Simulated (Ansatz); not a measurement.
# TiBr2 (P-3m1): Hubbard U and Hund's J by constrained RPA, part 2 of 2

How strongly is the local Coulomb interaction screened in TiBr2 (P-3m1)?

Ansatz 0.2.0; non-magnetic LDA, then constrained RPA, plane waves, PAW.

So far. Step 3 (Constrained RPA: Ti t2g, bands v1 to c2, 6×6×4 mesh …): On the Ti t2g shell, screening brings the on-site interaction from 13.9 eV down to U = 3.31 eV.

The database entry behind the starting cell has ideal inner coordinates that were not refined, so it need not match the best structure at ambient conditions.

## 4. Constrained RPA: Ti d, bands v1 to c4, 6×6×4 mesh, medium accuracy

Level of this step: constrained RPA on LDA, plane waves, PAW (Ansatz).

The input, input.yaml:

```yaml
crystal:
  lattice:
    - [2.56609051, 0.0, -2.56609051]
    - [-2.56609051, 2.56609051, 0.0]
    - [3.74815795, 3.74815795, 3.74815795]
  atoms:
    - { symbol: Ti, position: [0.0, 0.0, 0.0] }
    - { symbol: Br, position: [0.3333333333, 0.6666666667, 0.25] }
    - { symbol: Br, position: [0.6666666667, 0.3333333333, 0.75] }
kpoints:
  mp_grid: { grid: [12, 12, 4] }
hamiltonian:
  xc: lda
scf:
  occupations: { method: gaussian, width: 0.08 }
  n_extra_bands: 19
  max_iter: 150
output:
  crpa:
    kmesh: [6, 6, 4]
    target_bands: [v1, c4]
    projections: [{ species: Ti, l: d, shell: 3 }]
  local_orbitals:
    kmesh: [6, 6, 4]
    orbitals: [{ species: Ti, l: d, shell: 3 }]
    window: { bands: [v1, c4] }
    seedname: lo
```

Started as:

```
ansatz run input.yaml --threads 4 --pin off --max-ram 9216MiB --backend cpu --events-out ev --progress --plain --runs-dir out
```

Numbers of over 12 decimals in the logs are rounded to 6 here.

The program printed:

```text
[...]
Crystal: 3 atoms, lattice volume = 74.043 Å³
Basis set: ecut = 420 eV, 1449 PW (Γ)
Bands: 32, of which v1, the nominal top of the filled ones, is band 13 counted from 1 (12 counted from 0)
Symmetry: 12 space group operations
[...]
k-points: 69 of 576
[...]
SCF iter   1: F=—  HF=-7841.178976 eV  |F-HF|=—  |Δ(HF+E_count)|=         —  Δρ=4.64e-3  dr2=1.75e-2  ethr=1.77e-3  ⟨swp⟩=6.3  Hψ=11122  notcnv=0  defer=415
[...]
SCF iter   7: F=-7841.175740 eV  HF=-7841.175740 eV  |F-HF|=2.81e-10  |Δ(HF+E_count)|=   2.20e-7  Δρ=8.08e-6  dr2=2.24e-8  ethr=3.85e-10  ⟨swp⟩=8.3  Hψ=11670  notcnv=0
SCF 1 converged in 7 iterations: F = -7841.175740 eV  dr2 = 2.24e-8
[...]
cRPA screening: q 1/144
cRPA screening: q 2/144
cRPA screening: q 4/144 (q-point 3)
cRPA screening: q 5/144
cRPA screening: q 11/144 (q-point 6)
cRPA screening: q 17/144 (q-point 7)
cRPA screening: q 23/144 (q-point 8)
cRPA screening: q 29/144 (q-point 9)
cRPA screening: q 35/144 (q-point 10)
cRPA screening: q 41/144 (q-point 11)
cRPA screening: q 47/144 (q-point 12)
[...]
cRPA screening: q 125/144 (q-point 36)
cRPA screening: q 137/144 (q-point 57)
cRPA screening: q 139/144 (q-point 58)
cRPA screening: q 143/144 (q-point 59)
SCF converged after 7 iterations
Free energy (F): -7841.175740 eV
[...]
Internal energy: -7841.164452 eV  (E = F + TS)
E sigma→0 (E₀):  -7841.170096 eV
Entropy (-TS):   -0.011288 eV (-3.763 meV/atom)
Fermi energy:    7.711824 eV
[...]
--- Band table (eV; the first three rows and the last of 69) ---
  k-point 0: bands = [... 9 lower, 4.0343, 4.5888, 4.5888, 7.4837, 7.6338, 7.6338, 8.9987, 8.9987, ... 15 higher]
  k-point 1: bands = [... 9 lower, 3.4270, 4.5417, 4.5417, 7.6289, 7.6289, 7.6292, 9.0563, 9.0563, ... 15 higher]
  k-point 2: bands = [... 9 lower, 3.4548, 4.4930, 4.4930, 7.6240, 7.6240, 7.7052, 9.1145, 9.1145, ... 15 higher]
  k-point 68: bands = [... 9 lower, 2.2506, 2.9900, 2.9900, 8.0604, 8.0604, 8.2347, 9.4879, 9.4879, ... 15 higher]
[...]
χ-basis size per q: N_G = 252..276
[...]
Site 0, 3D, 5 of 5 d orbitals (Wannier functions 1, 2, 3, 4, 5; wannier90's mr 1, 2, 3, 4, 5):
      screened: U = 3.9438 eV, U' = 3.1995 eV, J = 0.3617 eV
      screened d-shell averages: U_bar = F0 = 3.3484 eV, J_bar = 0.5105 eV
      screened, to within: U = 6.5e-3 eV, U' = 6.5e-3 eV, J = 5.3e-4 eV
      screened d-shell averages, to within: U_bar = 5.6e-3 eV, J_bar = 7.6e-4 eV
      bare: V = 14.2620 eV, V' = 13.2936 eV, J = 0.4631 eV
      bare d-shell averages: V_bar = F0 = 13.4873 eV, J_bar = 0.6568 eV
[...]
```

Wall time 6.8 min (4 threads of Arm Neoverse V1, shared host); peak memory 0.65 GiB; 27 min of CPU time.

Numbers from this step:

```
U                                                 : 3.944 eV
U prime (inter-orbital)                           : 3.200 eV
J                                                 : 0.3617 eV
bare V                                            : 14.26 eV
bare J                                            : 0.4631 eV
stated bound on U                                 : 0.006461 eV
U over bare V                                     : 0.2765
electrons in the window                           : 2.000
head of the constrained inverse dielectric matrix : 0.2491
least eigenvalue of the projection's overlap      : 0.6915
target functions                                  : 5
bands in the sums                                 : 34
r.m.s. miss of the model bands                    : 0.006802 eV
width of the target bands                         : 3.019 eV
weight of the projected orbitals in the window    : 0.8514
```

On the Ti d shell, screening brings the on-site interaction from 14.3 eV down to U = 3.94 eV.

Kanamori averages over each shell's functions. Crpa shells, by row:

```
site  element  shell  orbitals  U (eV)  U' (eV)  J (eV)  bare V (eV)  bare V' (eV)  bare J (eV)  bound on U (eV)
   1       Ti     3D         5   3.944      3.2  0.3617        14.26         13.29       0.4631         0.006461
```

Density-density elements U_iijj, eV. U matrix, by row:

```
   orbital  Ti1 dz2  Ti1 dxz  Ti1 dyz  Ti1 dx2-y2  Ti1 dxy
   Ti1 dz2    3.799    3.314    3.314       2.953    3.036
   Ti1 dxz    3.314     4.04    3.238       3.129    3.238
   Ti1 dyz    3.314    3.238     4.04       3.129    3.238
Ti1 dx2-y2    2.953    3.129    3.129       3.799    3.407
   Ti1 dxy    3.036    3.238    3.238       3.407     4.04
```

Exchange elements U_ijji, eV. J matrix, by row:

```
   orbital  Ti1 dz2  Ti1 dxz  Ti1 dyz  Ti1 dx2-y2  Ti1 dxy
   Ti1 dz2        -    0.288    0.288       0.423    0.423
   Ti1 dxz    0.288        -    0.398       0.378    0.398
   Ti1 dyz    0.288    0.398        -       0.378    0.398
Ti1 dx2-y2    0.423    0.378    0.378           -    0.244
   Ti1 dxy    0.423    0.398    0.398       0.244        -
```

Projected local orbitals of the target window. Electronic bands along the path, in eV, zero at the Fermi level; # counts the bands kept:

```
    point     #1     #2     #3    #4    #5
        Γ  -0.23  -0.08  -0.08  1.29  1.29
  halfway  -0.52   0.37   0.44  1.38  1.44
        M  -0.90   0.83   1.05  1.70  1.83
  halfway  -0.31   0.73   0.89  1.38  1.74
        K   0.51   0.53   0.53  1.40  1.40
  halfway  -0.15   0.02   0.73  1.12  1.71
        Γ  -0.23  -0.08  -0.08  1.29  1.29
  halfway  -0.08  -0.08  -0.08  1.34  1.34
        A  -0.09  -0.09  -0.01  1.40  1.40
  halfway  -0.53   0.47   0.51  1.08  1.39
        L  -0.96   0.83   1.03  1.52  2.04
  halfway  -0.44   0.70   0.87  1.44  2.03
        H   0.35   0.35   0.52  1.78  1.78
  halfway  -0.13  -0.04   0.83  1.25  1.27
        A  -0.09  -0.09  -0.01  1.40  1.40
jump to L  -0.96   0.83   1.03  1.52  2.04
  halfway  -0.93   0.83   1.04  1.60  1.95
        M  -0.90   0.83   1.05  1.70  1.83
jump to H   0.35   0.35   0.52  1.78  1.78
  halfway   0.43   0.43   0.52  1.59  1.59
        K   0.51   0.53   0.53  1.40  1.40
```

The same for Kohn-Sham, solved directly:

```
point     #1     #2     #3    #4    #5
    Γ  -0.23  -0.08  -0.08  1.29  1.29
    M  -0.90   0.83   1.05  1.70  1.83
    K   0.51   0.53   0.53  1.40  1.40
    Γ  -0.23  -0.08  -0.08  1.29  1.29
    A  -0.09  -0.09  -0.01  1.40  1.40
    L  -0.96   0.83   1.03  1.52  2.04
    H   0.35   0.35   0.52  1.78  1.78
    A  -0.09  -0.09  -0.01  1.40  1.40
    L  -0.96   0.83   1.03  1.52  2.04
    M  -0.90   0.83   1.05  1.70  1.83
    H   0.35   0.35   0.52  1.78  1.78
    K   0.51   0.53   0.53  1.40  1.40
```

The first set of electronic bands as a text plot (rows in eV, shown from -1.0 to 1.3 only):

```
    1.2 |****         *    ****     *               *
    1.1 |              ** *                            *
    1.0 |       ***      *           *    **         **  ****
    0.9 |      *       ***            *     *    ***
    0.8 |       ** *                     *** *      *    ****
    0.8 |     **  *** *   *             **  * * *
    0.7 |     *     *                   *    *       *
    0.6 |    *       *                 *      **
    0.5 |                  *          *               *      ****
    0.4 |            **                        *             **
    0.3 |   *          *    *        **         *
    0.2 |  **          **            *         ***     *
    0.1 |                *   *      *            *
    0.0 | **        *   * *   *   ***             **    *
   -0.1 |**              * *********          *   *******
   -0.2 |                 *****     *               *
   -0.3 |***                   *     *
   -0.4 |          *                  *
   -0.4 |   *                                *
   -0.5 |
   -0.6 |    *    *                    *
   -0.7 |     *                             *
   -0.8 |      *                        *
   -0.9 |       **                       ***             ****
         Γ       M   K         Γ   A       L   H        A|L M|H K
```

Onsite levels, by row:

```
   orbital  level less Fermi level (eV)
   Ti1 dz2                        1.445
   Ti1 dxz                       0.2799
   Ti1 dyz                       0.2799
Ti1 dx2-y2                        1.445
   Ti1 dxy                       0.2799
```

Largest distinct elements between sites. Hoppings, by row:

```
      from          to     cell  distance (Å)   t (eV)
   Ti1 dxy     Ti1 dxy    0 1 0         3.629  -0.3651
Ti1 dx2-y2  Ti1 dx2-y2    0 1 0         3.629  -0.1134
   Ti1 dyz     Ti1 dyz   -1 0 0         3.629   0.0958
   Ti1 dz2     Ti1 dz2    1 1 0         3.629  -0.0849
Ti1 dx2-y2  Ti1 dx2-y2   0 -2 0         7.258   0.0767
   Ti1 dz2     Ti1 dxy    0 1 0         3.629    0.071
   Ti1 dxz  Ti1 dx2-y2   -1 0 0         3.629  -0.0615
   Ti1 dz2     Ti1 dz2   2 1 -1         9.036  -0.0557
   Ti1 dz2     Ti1 dz2  -2 -2 0         7.258   0.0507
Ti1 dx2-y2     Ti1 dz2   -1 0 0         3.629   0.0493
   Ti1 dz2  Ti1 dx2-y2   -2 0 0         7.258   -0.045
Ti1 dx2-y2  Ti1 dx2-y2   1 -1 1         9.036  -0.0418
```

## 5. The windows together

Times are wall times on 4 threads of Arm Neoverse V1, shared host, good to a factor of about two.

```
target  bands  functions  width (eV)  bare V (eV)  U (eV)  U′ (eV)  J (eV)   U/V     time
Ti t2g  v1–c2          3        2.01        13.91    3.31     2.56    0.36  0.24  2.9 min
  Ti d  v1–c4          5        3.02        14.26    3.94     3.20    0.36  0.28  6.8 min
```

## 6. What came out

```json
{"Ti t2g": "U 3.31 eV, U′ 2.56 eV, J 0.36 eV, bare V 13.9 eV", "Ti d": "U 3.94 eV, U′ 3.20 eV, J 0.36 eV, bare V 14.3 eV", "method": "constrained RPA on non-magnetic LDA, 6×6×4 mesh, static"}
```

For Ti t2g, screening cuts the on-site interaction from 13.91 eV to 3.31 eV (24 %), while J goes only from 0.48 eV to 0.36 eV: the monopole is screened far more than the multipoles. U − 2J differs from U′ by +0.03 eV, so the Kanamori relation holds well. U is 1.6 times the width of the target bands. With the window Ti d U becomes 3.94 eV and the bare V 14.26 eV, so U/V goes from 0.24 to 0.28. The parent state is non-magnetic and the interaction static (zero frequency); U depends on the window and the orbitals, so it belongs to this model alone. The bands cross the Fermi level under this constraint, which need not be the crystal's state: magnetic order, correlation or a lattice distortion may open a gap.

[Paths, hosts, dates, memory and timing lines, banners, echoed tables and standing remarks are left out of the program output.]

[Logs are printed without paths, hosts, clocks, repeated set-up lines and the standing remarks that a program may print on its own settings, such as how far it seeks lower states.]

[Runs of the session that timed out or met a known fault of the program may be left out.]

[Hosts, paths, dates, database ids (printed as entryN), source tags and the programs' standing remarks are cut or masked in the printed files.]
